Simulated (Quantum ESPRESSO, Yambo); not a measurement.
# PtS2 (1T monolayer): G0W0 with Yambo, start to end, part 2 of 2

Wanted: ground state, empty states, screening and self-energy for PtS2 (1T monolayer).

Quantum ESPRESSO 7.5 and Yambo 5.3.0; PBE and many-body steps on it, plane waves. Known limits of the many-body steps: not at the basis limit; no spin polarisation; d states lean on the start; no spin-orbit coupling.

So far. Step 3 (Bands along the symmetry lines): The gap is 1.767 eV, as in the run before at this level. Step 4 (Empty states on the mesh, 6×6×1 mesh, 146 bands): On this mesh the gap is 2.039 eV. The earlier step found 1.767 eV, so this mesh misses an edge.

### 5. Conversion and set-up

This step: Yambo 5.3.0; conversion and set-up on PBE, plane waves, norm-conserving pseudopotentials.

The states are converted to the many-body program's format and the q mesh is built.

Run with:

```sh
(cd o/x.save; p2y > p2y.log; mv SAVE ../..); yambo > setup.log
```

What it wrote:

```text
 Yambo, version 5.3.0

 [02] CORE Variables Setup
 =========================

  [02.01] Unit cells
  ==================

  Cell kind             :  HCP
  Atoms in the cell     :  Pt  S
  number of Pt atoms    :  1
  number of S  atoms    :  2

  List of atomic masses
  Mass of Pt    :  195.0800
  Mass of S     :  32.06000

  List of atomic coordinates    : [cc]
  Pt1       :   0.00000   0.00000  14.17295  order 1
  S1       : -0.33765E-09   3.8988       16.493      order 2
  S2       :   3.37650   1.94942  11.85264  order 3

  Alat factors          :   6.75299   5.84826  28.34589 [a.u.]
  Direct lattice volume :   1119.47    [a.u.]
  Direct lattice vectors:  A[ 1 ]  A[ 2 ]  A[ 3 ]
   A[ 1 ]:  1.000000  0.000000  0.000000  [iru]
   6.752994  0.000000  0.000000  [cc]
   A[ 2 ]: -0.500000  1.000000  0.000000  [iru]
  -3.376497  5.848264  0.000000  [cc]
   A[ 3 ]:  0.000000  0.000000  1.000000  [iru]
    0.00000   0.00000  28.34589  [cc]

  Recip. lattice volume :  0.221578 [a.u.]
  Recip. lattice vectors:  B[ 1 ]  B[ 2 ]  B[ 3 ]
   B[ 1 ]:  1.000000  0.500000  0.000000  [iku]
   0.930430  0.537184 -0.000000  [cc]
   B[ 2 ]:  0.000000  1.000000  0.000000  [iku]
   0.000000  1.074368  0.000000  [cc]
   B[ 3 ]:  0.000000  0.000000  1.000000  [iku]
   0.000000 -0.000000  0.221661  [cc]

  [02.02] Symmetries
  ==================

  Inversion symmetry    : yes
  Spatial inversion     : yes
  Inversion index       :   7
  K-space Time-reversal : no
  Magnetic symmetries   : no
  Group table correct   : yes
  Symmetries units      :  [cc]

   [S  1]:   1.0000       0.0000       0.0000      0.46599E-16   1.0000       0.0000       0.0000       0.0000       1.0000
   [S  2]:   1.0000       0.0000       0.0000     -0.10527E-15  -1.0000       0.0000       0.0000       0.0000      -1.0000
   [S  3]: -0.500000  0.866025  0.000000 -0.866025 -0.500000  0.000000  0.000000  0.000000  1.000000
[...]
[S 11]:  0.500000  0.866025  0.000000  0.866025 -0.500000  0.000000  0.000000  0.000000  1.000000
   [S 12]:  0.500000 -0.866025  0.000000 -0.866025 -0.500000  0.000000  0.000000  0.000000  1.000000

  [02.03] Reciprocal space
  ========================

  nG shells         :   4653
  nG charge         :  100255
  nG WFs            :  15311
  nC WFs            :  12619
  G-vecs. in first 80 shells:  [ Number ]
     1    3    5    7    9   15   27   29   41
    53   55   67   79   81   93   95  101  113
   125  137  149  151  163  175  181  193  205
[...]
787   811   823   835   837   849   861   885
  ...
  Shell energy in first 80 shells:  [ mHa ]
[...]
4703.99      4728.93      4765.22      4815.10      4924.34      5194.20      5218.76      5243.71      5269.03
    5281.12      5292.46      5392.24      5415.30      5527.54      5587.27      5612.21      5808.37      5846.16
[...]
K/Q-points units:
  rlu = crystal or reduced units; cc = cartesian coordinates; iku = interal k-units

  K [1]          [rlu]:  0.000000  0.000000  0.000000
         WF components:  12619
  K [2]          [rlu]:  0.000000  0.166667  0.000000
         WF components:  12560
  K [3]          [rlu]:  0.000000  0.333333  0.000000
         WF components:  12540
  K [4]          [rlu]:  0.000000 -0.500000  0.000000
         WF components:  12518
  K [5]          [rlu]:  0.166667  0.166667  0.000000
         WF components:  12521
  K [6]          [rlu]:  0.166667  0.333333  0.000000
         WF components:  12506
  K [7]          [rlu]:  0.333333  0.333333  0.000000
         WF components:  12492

  [02.05] Energies & Occupations
  ==============================

  [X] === General ===
  [X] Electronic Temperature                        :  0.000000  0.000000 [eV K]
  [X] Bosonic    Temperature                        :  0.000000  0.000000 [eV K]
  [X] Finite Temperature mode                       : no
  [X] El. density                                   :  0.18084E+24 [cm-3]
  [X] Fermi Level                                   : -0.891555 [eV]

  [X] === Gaps and Widths ===
  [X] Conduction Band Min                           :  2.039191 [eV]
  [X] Valence Band Max                              :  0.000000 [eV]
  [X] Filled Bands                                  :  15
  [X] Empty Bands                                   :   16  146
  [X] Direct Gap                                    :  2.064824 [eV]
  [X] Direct Gap localized at k                     :  2
  [X] Indirect Gap                                  :  2.039191 [eV]
  [X] Indirect Gap between kpts                     :   5   2
  [X] Last valence band width                       :  1.366429 [eV]
  [X] 1st conduction band width                     :  1.156562 [eV]

  E @ K [1]:  [eV]
  -98.63536 -52.78141 -52.78141 -52.67635 -13.98565 -11.76251  -5.52509  -5.52509
[...]
occ @ K [1]
[...]
E @ K [2]:  [eV]
[...]
occ @ K [2]
[...]
E @ K [3]:  [eV]
[...]
occ @ K [3]
[...]
E @ K [4]:  [eV]
[...]
occ @ K [4]
[...]
E @ K [5]:  [eV]
[...]
occ @ K [5]
[...]
E @ K [6]:  [eV]
[...]
occ @ K [6]
[...]
E @ K [7]:  [eV]
[...]
occ @ K [7]
[...]
0.000000  0.000000  0.000000  0.000000  0.000000  0.000000  0.000000  0.000000
   0.000000  0.000000  0.000000  0.000000  0.000000  0.000000  0.000000  0.000000

 [03] Transferred momenta grid and indexing
 ==========================================

 IBZ Q-points                                      :   7
 BZ  Q-points                                      :   36

 K/Q-points units:
 rlu = crystal or reduced units; cc = cartesian coordinates; iku = interal k-units

 Q [1]          [rlu]:  0.000000  0.000000  0.000000
 Q [2]          [rlu]:  0.89679E-17  0.16667       0.0000
 Q [3]          [rlu]:  0.17936E-16  0.33333       0.0000
 Q [4]          [rlu]: -0.26904E-16 -0.50000       0.0000
 Q [5]          [rlu]:  0.166667  0.166667  0.000000
 Q [6]          [rlu]:  0.166667  0.333333  0.000000
 Q [7]          [rlu]:  0.333333  0.333333  0.000000

  [03.01] X indexes
  =================

   [03.01.01] Sigma indexes
   ========================

 [06] Game Over & Game summary
```

Elapsed: 2.9 s, on 1 MPI rank of Arm Neoverse V1, shared host; peak memory 0.25 GiB.

### 6. Screening and self-energy, 6×6×1 mesh, 146 bands, screening to 142.9 eV

Now the one-shot GW correction: screening in the RPA, then the self-energy of the levels asked for.

This step: G0W0 on PBE, plane waves, norm-conserving pseudopotentials.

Input file gw1.in:

```
HF_and_locXC
gw0
dyson
ppa
em1d
rim_cut
rim_w
RandQpts= 3000000
RandGvec= 100 RL
CUTGeo= "slab z"
RandGvecW= 9 RL
EXXRLvcs= 76 Ry
VXCRLvcs= 304 Ry
Chimod= "HARTREE"
% BndsRnXp
 1 | 146 |
%
NGsBlkXp= 10.5 Ry
% LongDrXp
 1 | 1 | 0 |
%
% GbndRnge
 1 | 146 |
%
DysSolver= "n"
ExtendOut
PPAPntXp= 27.21138 eV
% QPkrange
 5 | 5 | 14 | 17 |
 2 | 2 | 14 | 17 |
 1 | 1 | 14 | 17 |
%
```

Run with:

```sh
OMP_NUM_THREADS=1 mpirun -n 4 yambo -F gw1.in -J gw1 -C gw1 > gw1.log
```

What it wrote:

```text
 Yambo, version 5.3.0

 [02] CORE Variables Setup
 =========================

  [... cell, symmetries and grids as in the set-up ...]

  [02.05] Energies & Occupations
  ==============================

  [X] === General ===
  [X] Electronic Temperature                        :  0.000000  0.000000 [eV K]
  [X] Bosonic    Temperature                        :  0.000000  0.000000 [eV K]
  [X] Finite Temperature mode                       : no
  [X] El. density                                   :  0.18084E+24 [cm-3]
  [X] Fermi Level                                   : -0.891555 [eV]

  [X] === Gaps and Widths ===
  [X] Conduction Band Min                           :  2.039191 [eV]
  [X] Valence Band Max                              :  0.000000 [eV]
  [X] Filled Bands                                  :  15
  [X] Empty Bands                                   :   16  146
  [X] Direct Gap                                    :  2.064824 [eV]
  [X] Direct Gap localized at k                     :  2
  [X] Indirect Gap                                  :  2.039191 [eV]
  [X] Indirect Gap between kpts                     :   5   2
  [X] Last valence band width                       :  1.366429 [eV]
  [X] 1st conduction band width                     :  1.156562 [eV]

 [03] Transferred momenta grid and indexing
 ==========================================

 IBZ Q-points                                      :   7
 BZ  Q-points                                      :   36

 K/Q-points units:
 rlu = crystal or reduced units; cc = cartesian coordinates; iku = interal k-units

 Q [1]          [rlu]:  0.000000  0.000000  0.000000
 Q [2]          [rlu]:  0.89679E-17  0.16667       0.0000
 Q [3]          [rlu]:  0.17936E-16  0.33333       0.0000
 Q [4]          [rlu]: -0.26904E-16 -0.50000       0.0000
 Q [5]          [rlu]:  0.166667  0.166667  0.000000
 Q [6]          [rlu]:  0.166667  0.333333  0.000000
 Q [7]          [rlu]:  0.333333  0.333333  0.000000

 [04] Coloumb potential Random Integration (RIM)
 ===============================================

 Performing RIM of v_slab

  [04.01] RIM initialization
  ==========================

  * Diagonal components only detected *

  8 x (sBL volume)        :  0.049240 [a.u.]
  sBZ random points       :  3000000
  Points outside the sBZ  :  24001124
  RL volume               :  0.221578 [a.u.]
  Integrated volume       :  0.221567 [a.u.]

  [04.02] RIM integrals
  =====================

  Gamma point sphere radius             :  0.042044 [a.u.]
  Points outside the sphere             :  2398760
  [Int_sBZ(q=0) 1/q^2]*(Vol_sBZ)^(-1/3) =:  7.537040
                                 should be <:  7.795600

  Summary of Coulomb integrals for non-metallic bands |Q|[au] RIM/Bare

  Q [1] 0.100000E-4 0.966833 * Q [2] 0.179061 1.019960
  Q [5] 0.310143 1.030508 * Q [3] 0.358123 1.026927
  Q [6] 0.473752 1.018421 * Q [4] 0.537184 1.015215
  Q [7] 0.620286 1.011349
  Non-periodic chartesian directions : none
  Optical renormalization            :  28.34589 [au]
  Polarizability dimension           : length

 [05] Coloumb potential CutOffslab
 =================================

 Cut directionsZ
 Slab Cutoff:Z
 Symmetry test passed : yes

 [06] Dipoles
 ============

  [06.01] Setup: observables and procedures
  =========================================

  [WARNING] [x,Vnl] slows the Dipoles computation. To neglect it rename the ns.kb_pp file

 [07] Dynamic Dielectric Matrix (PPA)
 ====================================

 [WR./gw1//ndb.pp]---------------------------------------------------------------
  Brillouin Zone Q/K grids (IBZ/BZ)                :    7   36    7   36
  RL vectors                                       :  15319 [WF]
  Coulomb cutoff potential                         : slab z
  Electronic Temperature                           :  0.000000 [K]
  Bosonic    Temperature                           :  0.000000 [K]
  PPA    diel. fun.  energies                      : Perdew, Burke & Ernzerhof(X)+Perdew, Burke & Ernzerhof(C)
  wavefunctions                                    : Perdew, Burke & Ernzerhof(X)+Perdew, Burke & Ernzerhof(C)
  Global Gauge                                     : length
  X matrix size                                    :   617
  X band range                                     :    1  146
  X e/h energy range                               : -1.000000 -1.000000 [eV]
  X Time ordering                                  : R
  X Hxc Kernel                                     : HARTREE
  X Drude frequency                                :  0.000000  0.000000
  X poles                                          :  100.0000 [o/o]
  RL vectors in the sum                            :  15319
  [r,Vnl] included                                 : yes
  Field direction                                  :  0.707107E-5  0.707107E-5   0.00000
  BZ energy Double Grid                            : no
  BZ energy DbGd points                            : 0
  BZ Q point size factor                           : -1.000000
  X Optical Averaged directions                    : none

 [08] Local Exchange-Correlation + Non-Local Fock
 ================================================

 [VXC] Plane waves :  100255
 [EXS] Plane waves :  12631

 QP @ state[ 1 ] K range:  1  2
 QP @ state[ 1 ] b range:  14  17
 QP @ state[ 2 ] K range:   5   5
 QP @ state[ 2 ] b range:  14  17

 [xc] Functional : Perdew, Burke & Ernzerhof(X)+Perdew, Burke & Ernzerhof(C)
 [xc] LIBXC used to calculate xc functional
  PP Number of Atomic Species                      :  2
  NLCC RL compoments                               :  100255
  PP Number of Atomic Species                      :  2
  NLCC RL compoments                               :  100255

 [xc] E_xc :  -16.11413 [Ha]
      E_xc :  -32.22826 [Ry]

  Local XC kind (lXC) : Perdew, Burke & Ernzerhof(X)+Perdew, Burke & Ernzerhof(C)
  Non-Local XC kind (nlXC) : Hartree-Fock

  Corrections @ K [1] :  [eV]
 <14|nlXC|14> = -15.91029  0.59290E-17 <14|lXC|14> = -13.81681 -0.18882E-15
 <15|nlXC|15> = -15.91028 -0.23864E-18 <15|lXC|15> = -13.81681  0.000000
 <16|nlXC|16> = -13.04569  0.61457E-18 <16|lXC|16> = -16.89906  0.18882E-15
 <17|nlXC|17> = -13.04571  0.17969E-17 <17|lXC|17> = -16.89906 -0.75527E-15

  Corrections @ K [2] :  [eV]
 <14|nlXC|14> = -17.52371 -0.53750E-17 <14|lXC|14> = -15.09466 -0.18882E-15
 <15|nlXC|15> = -19.68487 -0.47673E-17 <15|lXC|15> = -16.66487 -0.47204E-15
 <16|nlXC|16> = -12.69828 -0.54056E-18 <16|lXC|16> = -16.07134  0.000000
 <17|nlXC|17> = -12.70910  0.34012E-17 <17|lXC|17> = -16.55165 -0.37763E-15

  Corrections @ K [5] :  [eV]
 <14|nlXC|14> = -20.78626 -0.21918E-17 <14|lXC|14> = -17.35330  0.18882E-15
 <15|nlXC|15> = -17.62203 -0.10292E-16 <15|lXC|15> = -15.01166  0.56645E-15
 <16|nlXC|16> = -12.08892 -0.15259E-17 <16|lXC|16> = -15.64451 -0.94408E-16
 <17|nlXC|17> = -12.79463 -0.19892E-17 <17|lXC|17> = -16.45291 -0.59005E-17

 [09] Dyson equation: Newton solver
 ==================================

  [09.01] RIM-W interpolation
  ===========================

  [WARNING] RIM-W works only for 2D semiconductors with slab cutoff
  Found compatible q grid: 2D
  q_min[ 1 ]:  0.16667      0.24765E-11   0.0000     [rlu]
   0.166667  0.083333  0.000000 [iku]
  q_min[ 2 ]:  0.20260E-16  0.16667       0.0000     [rlu]
   0.20260E-16  0.16667       0.0000     [iku]
  G-vectors :   9
  G-vectors loaded:   63
  Number of interpolated frequencies:  2

  Evaluating coefficients q = 0
  Evaluating coefficients q = 0

  [09.02] RIM-W integrals
  =======================

  8 x (sBL volume)        :  0.049240 [a.u.]
  sBZ random points       :  3000000
  Points outside the sBZ  :  24001124
  RL volume               :  0.221578 [a.u.]
  Integrated volume       :  0.221567 [a.u.]

  [09.03] RIM integrals
  =====================

  Comparison between head Wc = W - v averages: < Wc > [au] RIM-W/RIM

   < -Wc [Q = 1] > 0.357398E-1 0.440761E-4 * < -Wc [Q = 2] > 0.005438 0.005247
   < -Wc [Q = 3] > 0.974148E-3 0.954253E-3 * < -Wc [Q = 4] > 0.326348E-3 0.322788E-3
   < -Wc [Q = 5] > 0.001428 0.001394 * < -Wc [Q = 6] > 0.460063E-3 0.454378E-3
   < -Wc [Q = 7] > 0.213030E-3 0.210728E-3

  Comparison between head Wc = W - v averages: < Wc > [au] RIM-W/RIM

   < -Wc [G = 1,G`=0] > 0.357398E-1 0.440761E-4 * < -Wc [G = 2,G`=0] >-0.002271 0.000000
   < -Wc [G = 3,G`=0] >-0.002271 0.000000 * < -Wc [G = 4,G`=0] > 0.489771E-4  0.00000
   < -Wc [G = 5,G`=0] > 0.489343E-4  0.00000 * < -Wc [G = 6,G`=0] > 0.117331E-3  0.00000
   < -Wc [G = 7,G`=0] > 0.117370E-3  0.00000 * < -Wc [G = 8,G`=0] >-0.308900E-4  0.00000
   < -Wc [G = 9,G`=0] >-0.308910E-4  0.00000

 [10] G0W0 (W PPA)
 =================

 [  GW  ] Bands range     :    1  146
 [GW/PPA] G damping       :  0.100000 [eV]

 QP @ state[ 1 ] K range:  1  2
 QP @ state[ 1 ] b range:  14  17
 QP @ state[ 2 ] K range:   5   5
 QP @ state[ 2 ] b range:  14  17

  Sc/G bands                                       :    1  146
  Sc/G damping                                     :  0.100000 ev
  Sc bands terminator                              : no
  Sx RL components                                 :  12631

  QP @ state[ 1 ] K range                          :  1  2
  QP @ state[ 1 ] b range                          :  14  17
  QP @ state[ 2 ] K range                          :   5   5
  QP @ state[ 2 ] b range                          :  14  17
  GF energies kind                                 : Perdew, Burke & Ernzerhof(X)+Perdew, Burke & Ernzerhof(C)
  GF WF`s kind                                     : Perdew, Burke & Ernzerhof(X)+Perdew, Burke & Ernzerhof(C)
  Xs energies kind                                 : Perdew, Burke & Ernzerhof(X)+Perdew, Burke & Ernzerhof(C)
  Xs WF`s kind                                     : Perdew, Burke & Ernzerhof(X)+Perdew, Burke & Ernzerhof(C)

 [14] Game Over & Game summary
```

It took 7.8 min on 4 MPI ranks; peak memory 2.5 GiB; 31 min of CPU time.

This step gave:

```yaml
g0w0_gap_on_the_points_computed: 3.268 eV
starting_gap_on_the_mesh: 2.039 eV
k_of_the_valence_top: 0, 0.1667, 0
k_of_the_conduction_bottom: 0, 0.1667, 0
least_direct_g0w0_gap_on_the_computed_points: 3.268 eV
z_at_the_valence_top: 0.7472
z_at_the_conduction_bottom: 0.7536
```

The gap on the mesh goes from 2.04 eV to 3.27 eV, a correction of +1.23 eV. The start differs from the 1.77 eV found before because the two sample other k points.

Limits: finite bands, cutoff and mesh; no spin polarisation; d states lean on the start; no spin-orbit coupling. v1 is the top filled band, c1 the lowest empty one. The levels before and after the correction (eV, zero at the valence-band top of each column):

|  | conduction bottom | valence top |
| --- | --- | --- |
| Kohn-Sham | 2.04 | 0.00 |
| G0W0 | 3.27 | 0.00 |

|  | level | energy (eV) |
| --- | --- | --- |
| Kohn-Sham | (0 0.167 0) v2 | -0.225 |
| Kohn-Sham | (0 0.167 0) v1 | -0.026 |
| Kohn-Sham | (0 0.167 0) c1 | 2.039 |
| Kohn-Sham | (0 0.167 0) c2 | 2.864 |
| G0W0 | (0 0.167 0) v2 | -0.328 |
| G0W0 | (0 0.167 0) v1 | 0.000 |
| G0W0 | (0 0.167 0) c1 | 3.268 |
| G0W0 | (0 0.167 0) c2 | 4.163 |

### 7. Where the time went

Times are wall times on the hardware named with each run, good to a factor of about two.

| step | time | share | memory (GiB) |
| --- | --- | --- | --- |
| ground state | 26 s | 5 % | 0.55 |
| bands along the symmetry lines | 13 s | 2 % | 0.42 |
| empty states on the mesh | 43 s | 8 % | 0.92 |
| conversion and set-up | 2.9 s | 1 % | 0.25 |
| screening and self-energy | 7.8 min | 85 % | 2.5 |

### 8. Summary of results

| Quantity | Value |
| --- | --- |
| PBE gap | 1.77 eV, indirect |
| G0W0 gap on the mesh | 3.27 eV |
| G0W0 gap over the zone (rigid shift) | 3.00 eV |
| GW settings | 6×6×1 mesh, 146 bands, screening to 142.9 eV, Godby-Needs plasmon pole |
| known limits | not at the basis limit; no spin polarisation; d states lean on the start; no spin-orbit coupling |

What this shows: G0W0 moves the gap on the mesh from 2.04 eV to 3.27 eV (+1.23 eV), with Z of 0.75 and 0.75 at the edges. The mesh misses the band edges by 0.27 eV in all; a rigid shift gives 3.00 eV for the zone. Only 3 of the mesh's irreducible points were corrected, so a valley elsewhere could overtake. The dearest step here is «screening and self-energy». Bands and cutoff are finite, so the gap is not at the basis limit. The miss can reach some tenths of an eV and take either sign; the mesh is an error of its own. In the G0W0 run levels were corrected at 3 k points alone, so a gap called «on the mesh» is the least over those, and an edge elsewhere would be missed. A denser mesh or path gives a starting gap of 1.77 eV: the GW mesh misses a band edge, so its gaps are not the fundamental one. The runs have no spin polarisation. For a closed low-spin shell that is the natural state; where a d or f shell is open it is a constraint, and the gap is then not the crystal's own. With d states at the gap, one-shot GW leans hard on its start. The many-body steps are scalar-relativistic: spin-orbit coupling is not in them.

[Paths, hosts, dates, memory and timing lines, banners, echoed tables and standing remarks are left out of the program output.]

[Logs are printed without paths, hosts, clocks, repeated set-up lines and the standing remarks that a program may print on its own settings, such as how far it seeks lower states.]

[Runs of the session that timed out or met a known fault of the program may be left out.]

[Hosts, paths, dates, database ids (printed as entryN), source tags and the programs' standing remarks are cut or masked in the printed files.]
